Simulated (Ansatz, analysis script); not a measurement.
# CrB2: E(q) by the generalised Bloch theorem

Spirals are solved in the crystal's own cell at each q. What do they say of the order in CrB2?

Calculated with Ansatz 0.2.0; LDA, PAW set soft_2 (files made for PBE).

## 1. The starting structure

The structure is hexagonal, space group P6/mmm (No. 191). Conventional cell: a = 2.970 Å, b = 2.970 Å, c = 3.070 Å, α = 90.00°, β = 90.00°, γ = 120.00°. Nearest to Cr lie 12 B at 2.30 Å. Nearest to B lie 3 B at 1.71 Å and 6 Cr at 2.30 Å. Farther neighbours are not listed.

## 2. Starting state

The work starts on two spin channels, which tell the size of the moments.

Contents of input.yaml:

```yaml
crystal:
  lattice:
    - [2.97, 0.0, 0.0]
    - [-1.485, 2.5720954492, 0.0]
    - [0.0, 0.0, 3.07]
  atoms:
    - { symbol: Cr, position: [0.0, 0.0, 0.0], spin: 2.5 }
    - { symbol: B, position: [0.3333333333, 0.6666666667, 0.5] }
    - { symbol: B, position: [0.6666666667, 0.3333333333, 0.5] }
magnetization:
  spin_polarized: true
kpoints:
  mp_grid: { grid: [10, 10, 10] }
hamiltonian:
  xc: lda
scf:
  occupations: { method: fermi_dirac, width: 0.05 }
  max_iter: 120
  convergence: { dr2_threshold: 1.0e-08 }
output:
  write_density: true
  write_potential: true
  elf: true
  volumetric_format: npy
```

Launch:

```sh
> ansatz run input.yaml --threads 1 --pin off --max-ram 2560MiB --backend cpu --events-out ev --progress --plain --runs-dir out
```

Numbers of over 12 decimals in the logs are rounded to 6 here.

Log:

```text
Engine: ansatz 0.2.0, aarch64-unknown-linux-gnu
Pseudopotentials: kind: paw
Pseudopotential: Cr, paw, valence charge 14, recommended cutoff 420 eV (normal), Cr.paw.azcp
Pseudopotential: B, paw, valence charge 3, recommended cutoff 420 eV (normal), B.paw.azcp
Functional definition: SPW92
  exchange = slater_x
  correlation = pw_c
Crystal: 3 atoms, lattice volume = 23.452 Å³
Basis set: ecut = 420 eV, 443 PW (Γ)
Bands: 16, of which v1, the nominal top of the filled ones, is band 10 counted from 1 (9 counted from 0)
Symmetry: 24 space group operations
Space group: P6/mmm (ITA 191), of the structure as read, at distance tolerance 2.9e-5 Å
Magnetic group: BNS 191.233 (UNI 1463), of the structure as read, at distance tolerance 2.9e-5 Å
k-points: 84 of 1000
Non-local potential: Cr, projectors of the file, l = 0: 3, l = 1: 2, l = 2: 3, l = 3: 1
Non-local potential: B, projectors of the file, l = 0: 2, l = 1: 2, l = 2: 1
PAW form: soft (Blöchl's): semilocal exchange-correlation on the pseudo side does not see the compensation charge
PAW frozen core: Cr, regenerated for the run's functional, and the local potential with it (the file was generated under x = pbe(κ = 0.804, μ = 0.219515), c = pbe(β = 0.066725))
PAW frozen core: B, regenerated for the run's functional, and the local potential with it (the file was generated under x = pbe(κ = 0.804, μ = 0.219515), c = pbe(β = 0.066725))
PAW one-centre angular grid: Cr, 590 points (default); XC on 64 Gauss nodes
PAW one-centre angular grid: B, 110 points (default); XC on 64 Gauss nodes
Initial density: superposition of atomic densities (chi_scale 0.1, normalization cell)
Starting moments: Σ|m| = 2.5 μB on 1 of 3 sites
Initial wavefunctions: pseudopotential atomic-orbital guess
Functional: x = slater, c = lda
SCF iter   1: F=—  HF=-3629.518377 eV  |F-HF|=—  |Δ(HF+E_count)|=         —  Δρ=2.51e-1 (↑2.51e-1 ↓6.20e-2)  dr2=2.18e1  dr2_m=3.27e0  M=0.288 μB ∫|m|=0.289 μB  β_m=0.30  ethr=3.10e-3  ⟨swp⟩=4.1  Hψ=11587  notcnv=0
Mixer restart at iter 1: flushing history
preconditioner: auto → none  [metal: Δε(μ)=0.008 eV  Ē_g=10.873 eV  σ=0.050 eV  W_gap=0.04  n_scr=8 (ndim 8)  ℏωp=26.6 eV  f_vac=0.000  D(μ)=1.47/eV (n_scr^D=20)  sad-step TF]
SCF iter   2: F=—  HF=-3625.313835 eV  |F-HF|=—  |Δ(HF+E_count)|=    4.20e0  Δρ=1.29e-1 (↑1.29e-1 ↓4.52e-2)  dr2=5.84e0  dr2_m=1.15e0  M=0.486 μB ∫|m|=0.486 μB  β_m=0.45  ethr=3.10e-3  ⟨swp⟩=3.0  Hψ=7343  notcnv=0  defer=69
SCF iter   3: F=—  HF=-3623.211546 eV  |F-HF|=—  |Δ(HF+E_count)|=    2.10e0  Δρ=3.63e-2 (↑3.63e-2 ↓1.33e-2)  dr2=1.24e-1  dr2_m=8.97e-2  M=1.081 μB ∫|m|=1.112 μB  β_m=0.50  ethr=3.10e-3  ⟨swp⟩=3.1  Hψ=6244  notcnv=0  defer=48
SCF iter   4: F=—  HF=-3623.452671 eV  |F-HF|=—  |Δ(HF+E_count)|=   2.41e-1  Δρ=1.91e-2 (↑1.91e-2 ↓9.97e-3)  dr2=1.61e-1  dr2_m=9.13e-3  M=1.053 μB ∫|m|=1.102 μB  β_m=0.48  ethr=6.21e-4  ⟨swp⟩=2.2  Hψ=6413  notcnv=0  defer=64
SCF iter   5: F=—  HF=-3623.576585 eV  |F-HF|=—  |Δ(HF+E_count)|=   1.24e-1  Δρ=1.23e-2 (↑8.14e-3 ↓1.23e-2)  dr2=7.90e-3  dr2_m=2.15e-2  M=0.924 μB ∫|m|=0.964 μB  β_m=0.74  ethr=6.21e-4  ⟨swp⟩=3.0  Hψ=5064  notcnv=0  defer=67
SCF iter   6: F=—  HF=-3623.611783 eV  |F-HF|=—  |Δ(HF+E_count)|=   3.52e-2  Δρ=6.29e-3 (↑6.29e-3 ↓1.27e-3)  dr2=1.14e-2  dr2_m=1.88e-3  M=0.817 μB ∫|m|=0.845 μB  β_m=0.68  ethr=3.95e-5  ⟨swp⟩=2.6  Hψ=5701  notcnv=0  defer=70
SCF iter   7: F=—  HF=-3623.610236 eV  |F-HF|=—  |Δ(HF+E_count)|=   1.55e-3  Δρ=1.24e-3 (↑4.58e-4 ↓1.24e-3)  dr2=5.24e-4  dr2_m=7.36e-5  M=0.802 μB ∫|m|=0.829 μB  β_m=0.84  ethr=3.95e-5  ⟨swp⟩=2.4  Hψ=4342  notcnv=0  defer=70
SCF iter   8: F=—  HF=-3623.610539 eV  |F-HF|=—  |Δ(HF+E_count)|=   3.03e-4  Δρ=9.58e-4 (↑8.50e-4 ↓9.58e-4)  dr2=1.37e-5  dr2_m=1.71e-4  M=0.782 μB ∫|m|=0.808 μB  β_m=0.80  ethr=2.62e-6  ⟨swp⟩=2.0  Hψ=3413  notcnv=0  defer=70
SCF iter   9: F=—  HF=-3623.610533 eV  |F-HF|=—  |Δ(HF+E_count)|=   6.37e-6  Δρ=6.16e-4 (↑6.16e-4 ↓4.53e-4)  dr2=8.07e-6  dr2_m=6.04e-5  M=0.775 μB ∫|m|=0.800 μB  β_m=0.90  ethr=6.83e-8  ⟨swp⟩=2.1  Hψ=4074  notcnv=0  defer=70
SCF iter  10: F=—  HF=-3623.610525 eV  |F-HF|=—  |Δ(HF+E_count)|=   7.79e-6  Δρ=1.74e-4 (↑1.74e-4 ↓1.03e-4)  dr2=1.17e-6  dr2_m=3.96e-6  M=0.771 μB ∫|m|=0.795 μB  β_m=0.78  ethr=4.04e-8  ⟨swp⟩=1.6  Hψ=3591  notcnv=0  defer=70
SCF iter  11: F=—  HF=-3623.610524 eV  |F-HF|=—  |Δ(HF+E_count)|=   1.04e-6  Δρ=1.38e-5 (↑1.38e-5 ↓1.10e-5)  dr2=1.37e-7  dr2_m=5.78e-9  M=0.771 μB ∫|m|=0.795 μB  β_m=0.74  ethr=5.83e-9  ⟨swp⟩=2.1  Hψ=3639  notcnv=0  defer=70
SCF iter  12: F=—  HF=-3623.610524 eV  |F-HF|=—  |Δ(HF+E_count)|=   1.93e-8  Δρ=6.88e-6 (↑6.88e-6 ↓4.73e-6)  dr2=1.26e-9  dr2_m=6.87e-9  M=0.772 μB ∫|m|=0.795 μB  β_m=0.84  ethr=6.87e-10  ⟨swp⟩=2.1  Hψ=3420  notcnv=0  defer=70
SCF iter  13: F=-3623.610524 eV  HF=-3623.610524 eV  |F-HF|=3.06e-9  |Δ(HF+E_count)|=  2.82e-10  Δρ=3.00e-6 (↑3.00e-6 ↓7.37e-7)  dr2=3.34e-9  dr2_m=2.97e-10  M=0.772 μB ∫|m|=0.795 μB  ethr=6.32e-12  ⟨swp⟩=2.9  Hψ=8982  notcnv=0
SCF 1 converged in 13 iterations: F = -3623.610524 eV  dr2 = 3.34e-9
  greatest PAW one-centre occupation: 1.000 electrons in one spin orbital (limit 2), on the Cr atom at site 0 (counted from 0), in its partial waves of l = 0
the search or the solves at the SCF's close seem to have found levels that the self-consistency loop had missed (the run counts 1). By its estimate they hold under 1e-12 electrons; where the run keeps them, the occupations were computed again with them
SCF converged after 13 iterations
Magnetization: 0.7715 μB (10.3858 up, 9.6142 down)
Absolute magnetization: 0.7951 μB (∫|ρ↑−ρ↓|, with the PAW one-centre terms)
Spin contamination: 0.0063 ħ² per cell (⟨S²⟩ above its minimum at these occupations)
Per-site moments (μB) at R_I (Å): [(0.712512, 0.949335), (-0.00328417, 0.707326), (-0.00328417, 0.707326)]
Free energy (F): -3623.610524 eV
Harris-Foulkes:  -3623.610524 eV  (|F-HF|=3.06e-9)
Internal energy: -3623.589130 eV  (E = F + TS)
E sigma→0 (E₀):  -3623.599827 eV
Entropy (-TS):   -0.021394 eV (-7.131 meV/atom)
Fermi energy:    16.237195 eV
--- Per-component energies (eV) ---
  E_band       = -141.475897
  E_kinetic    = 445.675055
  E_local      = -1470.152207  (includes V_loc(G=0)·N_el)
  E_nonlocal   = 107.366061
  E_hartree    = 639.638982
  E_xc         = -204.411710
  E_vxc        = -256.310113  (∫ρ·V_xc dr)
  E_paw        = -1286.808757  (= ΣΔE_a)
  E_vpaw       = -247.335738  (= ΣTr[D̂ρ^β])
  E_aug_tail   = 0.000384  (compensation charges beyond the density's cutoff)
  E_ewald      = -1855.353730
  E_core_change = 0.456793  (= ΣΔE_core)
  E_smearing   = -0.021394  (= −TS)
  E_closure    = 0.000000  (closes the sum)
  Σ components = -3623.610524   (vs F -3623.610524, Δ=0.00e0)
--- Band table (eV; the first three rows and the last of 168) ---
  k-point 0 ↑: bands = [... 6 lower, 12.4191, 12.6924, 13.4154, 15.8180, 15.8180, 18.3379, 18.3379, 21.4290, ... 2 higher]
  k-point 1 ↑: bands = [... 6 lower, 12.5289, 12.5289, 14.0511, 15.6071, 15.6071, 18.1425, 18.1425, 21.8162, ... 2 higher]
  k-point 2 ↑: bands = [... 6 lower, 12.8530, 12.8530, 14.7344, 15.1397, 15.1397, 17.5980, 17.5980, 22.7857, ... 2 higher]
  k-point 83 ↓: bands = [... 6 lower, 9.6054, 11.7531, 12.1508, 17.2528, 18.2084, 18.6667, 18.9054, 19.4521, ... 2 higher]
```

Elapsed: 7.3 s, on 1 thread of Arm Neoverse V2, shared host; peak memory 0.32 GiB.

The column dr2 measures how far the density is from self-consistency, as an energy; F and HF (Harris–Foulkes) agree once it is small.

Spin moment in the atom's sphere by atom:

```tsv
atom	spin moment in the atom's sphere (μB)
Cr1	0.713
B2	-0.003
B3	-0.003
```

Tables count atoms from 1; parts of the log count from 0.

The run ends ferromagnetic, with a net moment of 0.772 μB a cell. With one Cr atom carrying the moment, parallel order of its images is forced by the cell, not found.

Spin density in the ab plane at fractional z = 0.500, with atoms of B within 0.2 Å of it.

Ten even steps from '0' (-2.41 × 1e-3 e/Å³) to '9' (6.78 × 1e-3 e/Å³):
```
863100010001368
531000000001356
210000100001233
100001100001111
000011100000000
000111100000000
110000011000000
100000011000001
000000000111100
000000000111000
111110000110000
233210000100001
565310000000013
886310001000136
985210011001258
```
Columns run along a (3.0 Å), rows up along b (3.0 Å). Atoms in or near the plane, at fractional coordinates: B at (0.33, 0.67), B at (0.67, 0.33).

Valence density in the ab plane at fractional z = 0.500, with atoms of B within 0.2 Å of it. It is the smooth field of the valence electrons, not physical close to the nuclei.

Ten even steps from '0' (0.20 e/Å³) to '9' (0.86 e/Å³):
```
001246999642100
012468998642100
124688788642111
346863368643222
568830388654444
799733799766666
999868999988889
998888999986899
766666799733799
544445688303886
322234686336864
111124688788642
000124689986421
000124699964210
000135799753100
```
Columns run along a (3.0 Å), rows up along b (3.0 Å). Atoms in or near the plane, at fractional coordinates: B at (0.33, 0.67), B at (0.67, 0.33).

ELF in the ab plane at fractional z = 0.500, with atoms of B within 0.2 Å of it. It is the smooth field of the valence electrons, not physical close to the nuclei.

Ten even steps from '_' (0.00) to '@' (0.85):
```
..::--++##%%@@@@@@%%##++--::..
::--++**####****####**++--::::
==++****==::..::==****++==----
**####==..____..==####**++++++
%%%%##::______::##%%%%##****##
@@@@**..____::**@@@@%%##**##%%
@@@@**::..::**@@@@@@##====##@@
@@@@##====##@@@@@@**::..::**@@
@@%%##**##%%@@@@**::____..**@@
%%##****##%%%%##::______::##%%
**++++++**####==..____..==####
==----==++****==::..::==****++
::::::--++**####****####**++--
....::--++##%%@@@@@@%%##++--::
....::==**%%@@@@@@@@%%**==::..
```
Columns run along a (3.0 Å), rows up along b (3.0 Å). Atoms in or near the plane, at fractional coordinates: B at (0.33, 0.67), B at (0.67, 0.33).

## 3. The same state on a denser mesh

Levels at the Fermi energy are partly filled, so moments and energy differences can hang on the k-mesh, and the state is solved again on a denser one.

input.yaml, the sections that differ from step 2:

```yaml
crystal:
  lattice:
    - [2.97, 0.0, 0.0]
    - [-1.485, 2.5720954492, 0.0]
    - [0.0, 0.0, 3.07]
  atoms:
    - { symbol: Cr, position: [0.0, 0.0, 0.0], spin: 0.71 }
    - { symbol: B, position: [0.3333333333, 0.6666666667, 0.5] }
    - { symbol: B, position: [0.6666666667, 0.3333333333, 0.5] }
kpoints:
  mp_grid: { grid: [15, 15, 13] }
basis:
  ecutwfc: 420.0
checkpoint:
  read: start
  write: ck
  compress: false
  write_wavefunctions: false
  write_every: 100000
# magnetization, hamiltonian, scf: as in step 2
# output: removed
```

Launch:

```sh
> ansatz run input.yaml --threads 2 --pin off --max-ram 5120MiB --backend cpu --events-out ev --progress --plain --runs-dir out
```

Log:

```text
[...]
Magnetization: 0.8388 μB (10.4194 up, 9.5806 down)
Absolute magnetization: 0.8673 μB (∫|ρ↑−ρ↓|, with the PAW one-centre terms)
[...]
Per-site moments (μB) at R_I (Å): [(0.775962, 0.949335), (-0.00411794, 0.707326), (-0.00411794, 0.707326)]
Free energy (F): -3623.611974 eV
[...]
Internal energy: -3623.591675 eV  (E = F + TS)
E sigma→0 (E₀):  -3623.601824 eV
Entropy (-TS):   -0.020299 eV (-6.766 meV/atom)
Fermi energy:    16.234618 eV
[...]
[key lines of the parts left out:]
SCF converged after 9 iterations
```

It took 4.8 s on 2 threads; peak memory 0.36 GiB; 8.5 s of CPU time.

Spin moment in the atom's sphere by atom:

```tsv
atom	spin moment in the atom's sphere (μB)
Cr1	0.776
B2	-0.004
B3	-0.004
```

The run ends ferromagnetic, with a net moment of 0.839 μB a cell, against 0.772 μB on the first mesh.

Each spiral starts from these moments, tilted 90° from the rotation axis z (a flat spiral); sizes are free, while the program holds flat spirals in their plane. Spin–orbit coupling is switched off, so the energy does not depend on how the axis lies in the crystal. The folder named start holds the saved collinear state, from which each run begins.

The runs on spinors take the mesh 12×12×12.

## 4. q = (0, 0, 0)

The reference is the same input at q = 0, so that basis and exchange-correlation form match those at other q. Every q is chosen so that q/2 is a mesh vector: every spiral then samples the k-points of q = 0, and much mesh noise cancels.

input.yaml, the sections that differ from step 3:

```yaml
crystal:
  lattice:
    - [2.97, 0.0, 0.0]
    - [-1.485, 2.5720954492, 0.0]
    - [0.0, 0.0, 3.07]
  atoms:
    - { symbol: Cr, position: [0.0, 0.0, 0.0], spin: 0.78, spin_axis: [1.0, 0.0, 0.0] }
    - { symbol: B, position: [0.3333333333, 0.6666666667, 0.5] }
    - { symbol: B, position: [0.6666666667, 0.3333333333, 0.5] }
kpoints:
  mp_grid: { grid: [12, 12, 12] }
magnetization:
  noncollinear: true
  spin_spiral: { q: [0.0, 0.0, 0.0] }
checkpoint:
  read: start
# hamiltonian, scf, basis: as in step 3
```

Launch:

```sh
> ansatz run input.yaml --threads 1 --pin off --max-ram 2560MiB --backend cpu --events-out ev --progress --plain --runs-dir out
```

Log:

```text
Warning: checkpoint.read: spin treatment differs: saved collinear, current noncollinear; the saved charge density seeds this run and the saved magnetisation is carried along the axis that this deck's starting moments share; the saved density holds an absolute magnetisation of 8.7e-1 μB; saved orbitals and DFT+U occupations are not carried; the saved PAW projector densities are carried along that axis
Warning: checkpoint.read: magnetization.spin_spiral differs: saved none, current q = [0, 0, 0]; the saved state is no spin spiral's: the SCF starts from none of its orbitals and from its density, each atom's moment turned about z as a whole to its place on this deck's spiral. A spiral's own state at q: [0, 0, 0] serves better
[...]
Crystal: 3 atoms, lattice volume = 23.452 Å³
Basis set: ecut = 420 eV, 443 PW (Γ)
Bands: 28, of which v1, the nominal top of the filled ones, is band 20 counted from 1 (19 counted from 0)
Symmetry: 24 space group operations
k-points: 133 of 1728
Spin spiral: q = (0, 0, 0) of the reciprocal vectors; moments are told in the frame that turns with it, a site's in that at the site
[...]
SCF iter   7: F=-3623.612256 eV  HF=-3623.612256 eV  |F-HF|=6.13e-10  |Δ(HF+E_count)|=   1.25e-9  Δρ=5.47e-6  dr2=1.05e-9  dr2_m=1.61e-9  ethr=6.00e-12  |M|=8.39e-1 ∫|m|=8.66e-1 μB  |m|>n=0.0e0 m-floor=0.0e0 τ_xc=6.9e-24  ⟨swp⟩=2.1  Hψ=6984  notcnv=0
SCF 1 converged in 7 iterations: F = -3623.612256 eV  dr2 = 1.05e-9
[...]
SCF converged after 7 iterations
Magnetization: |M| = 0.8392 μB,  M = (+0.8392, -0.0000, +0.0000) μB
Absolute magnetization: 0.8657 μB (∫|m|, with the PAW one-centre terms)
  site 0: m = (+0.7753, -0.0000, +0.0000) μB, |m| = 0.7753 μB  (R = 0.95 Å)
  site 1: m = (-0.0038, +0.0000, +0.0000) μB, |m| = 0.0038 μB  (R = 0.71 Å)
  site 2: m = (-0.0038, +0.0000, +0.0000) μB, |m| = 0.0038 μB  (R = 0.71 Å)
Free energy (F): -3623.612256 eV
[...]
Internal energy: -3623.592034 eV  (E = F + TS)
E sigma→0 (E₀):  -3623.602145 eV
Entropy (-TS):   -0.020223 eV (-6.741 meV/atom)
Fermi energy:    16.232458 eV
[...]
```

Elapsed: 24 s, on 1 thread; peak memory 0.41 GiB.

The largest moment is 0.775 μB, against 0.776 μB in the collinear run.

(Continued in part 2 of 2.)

[Logs and program files are shortened in this print: banners, set-up blocks, solver, clock and traceback lines can be left out without a mark of their own.]

[Logs are printed without paths, hosts, clocks, repeated set-up lines and the standing remarks that a program may print on its own settings, such as how far it seeks lower states.]

[Hosts, paths, dates, database ids (printed as entryN), source tags and the programs' standing remarks are cut or masked in the printed files.]
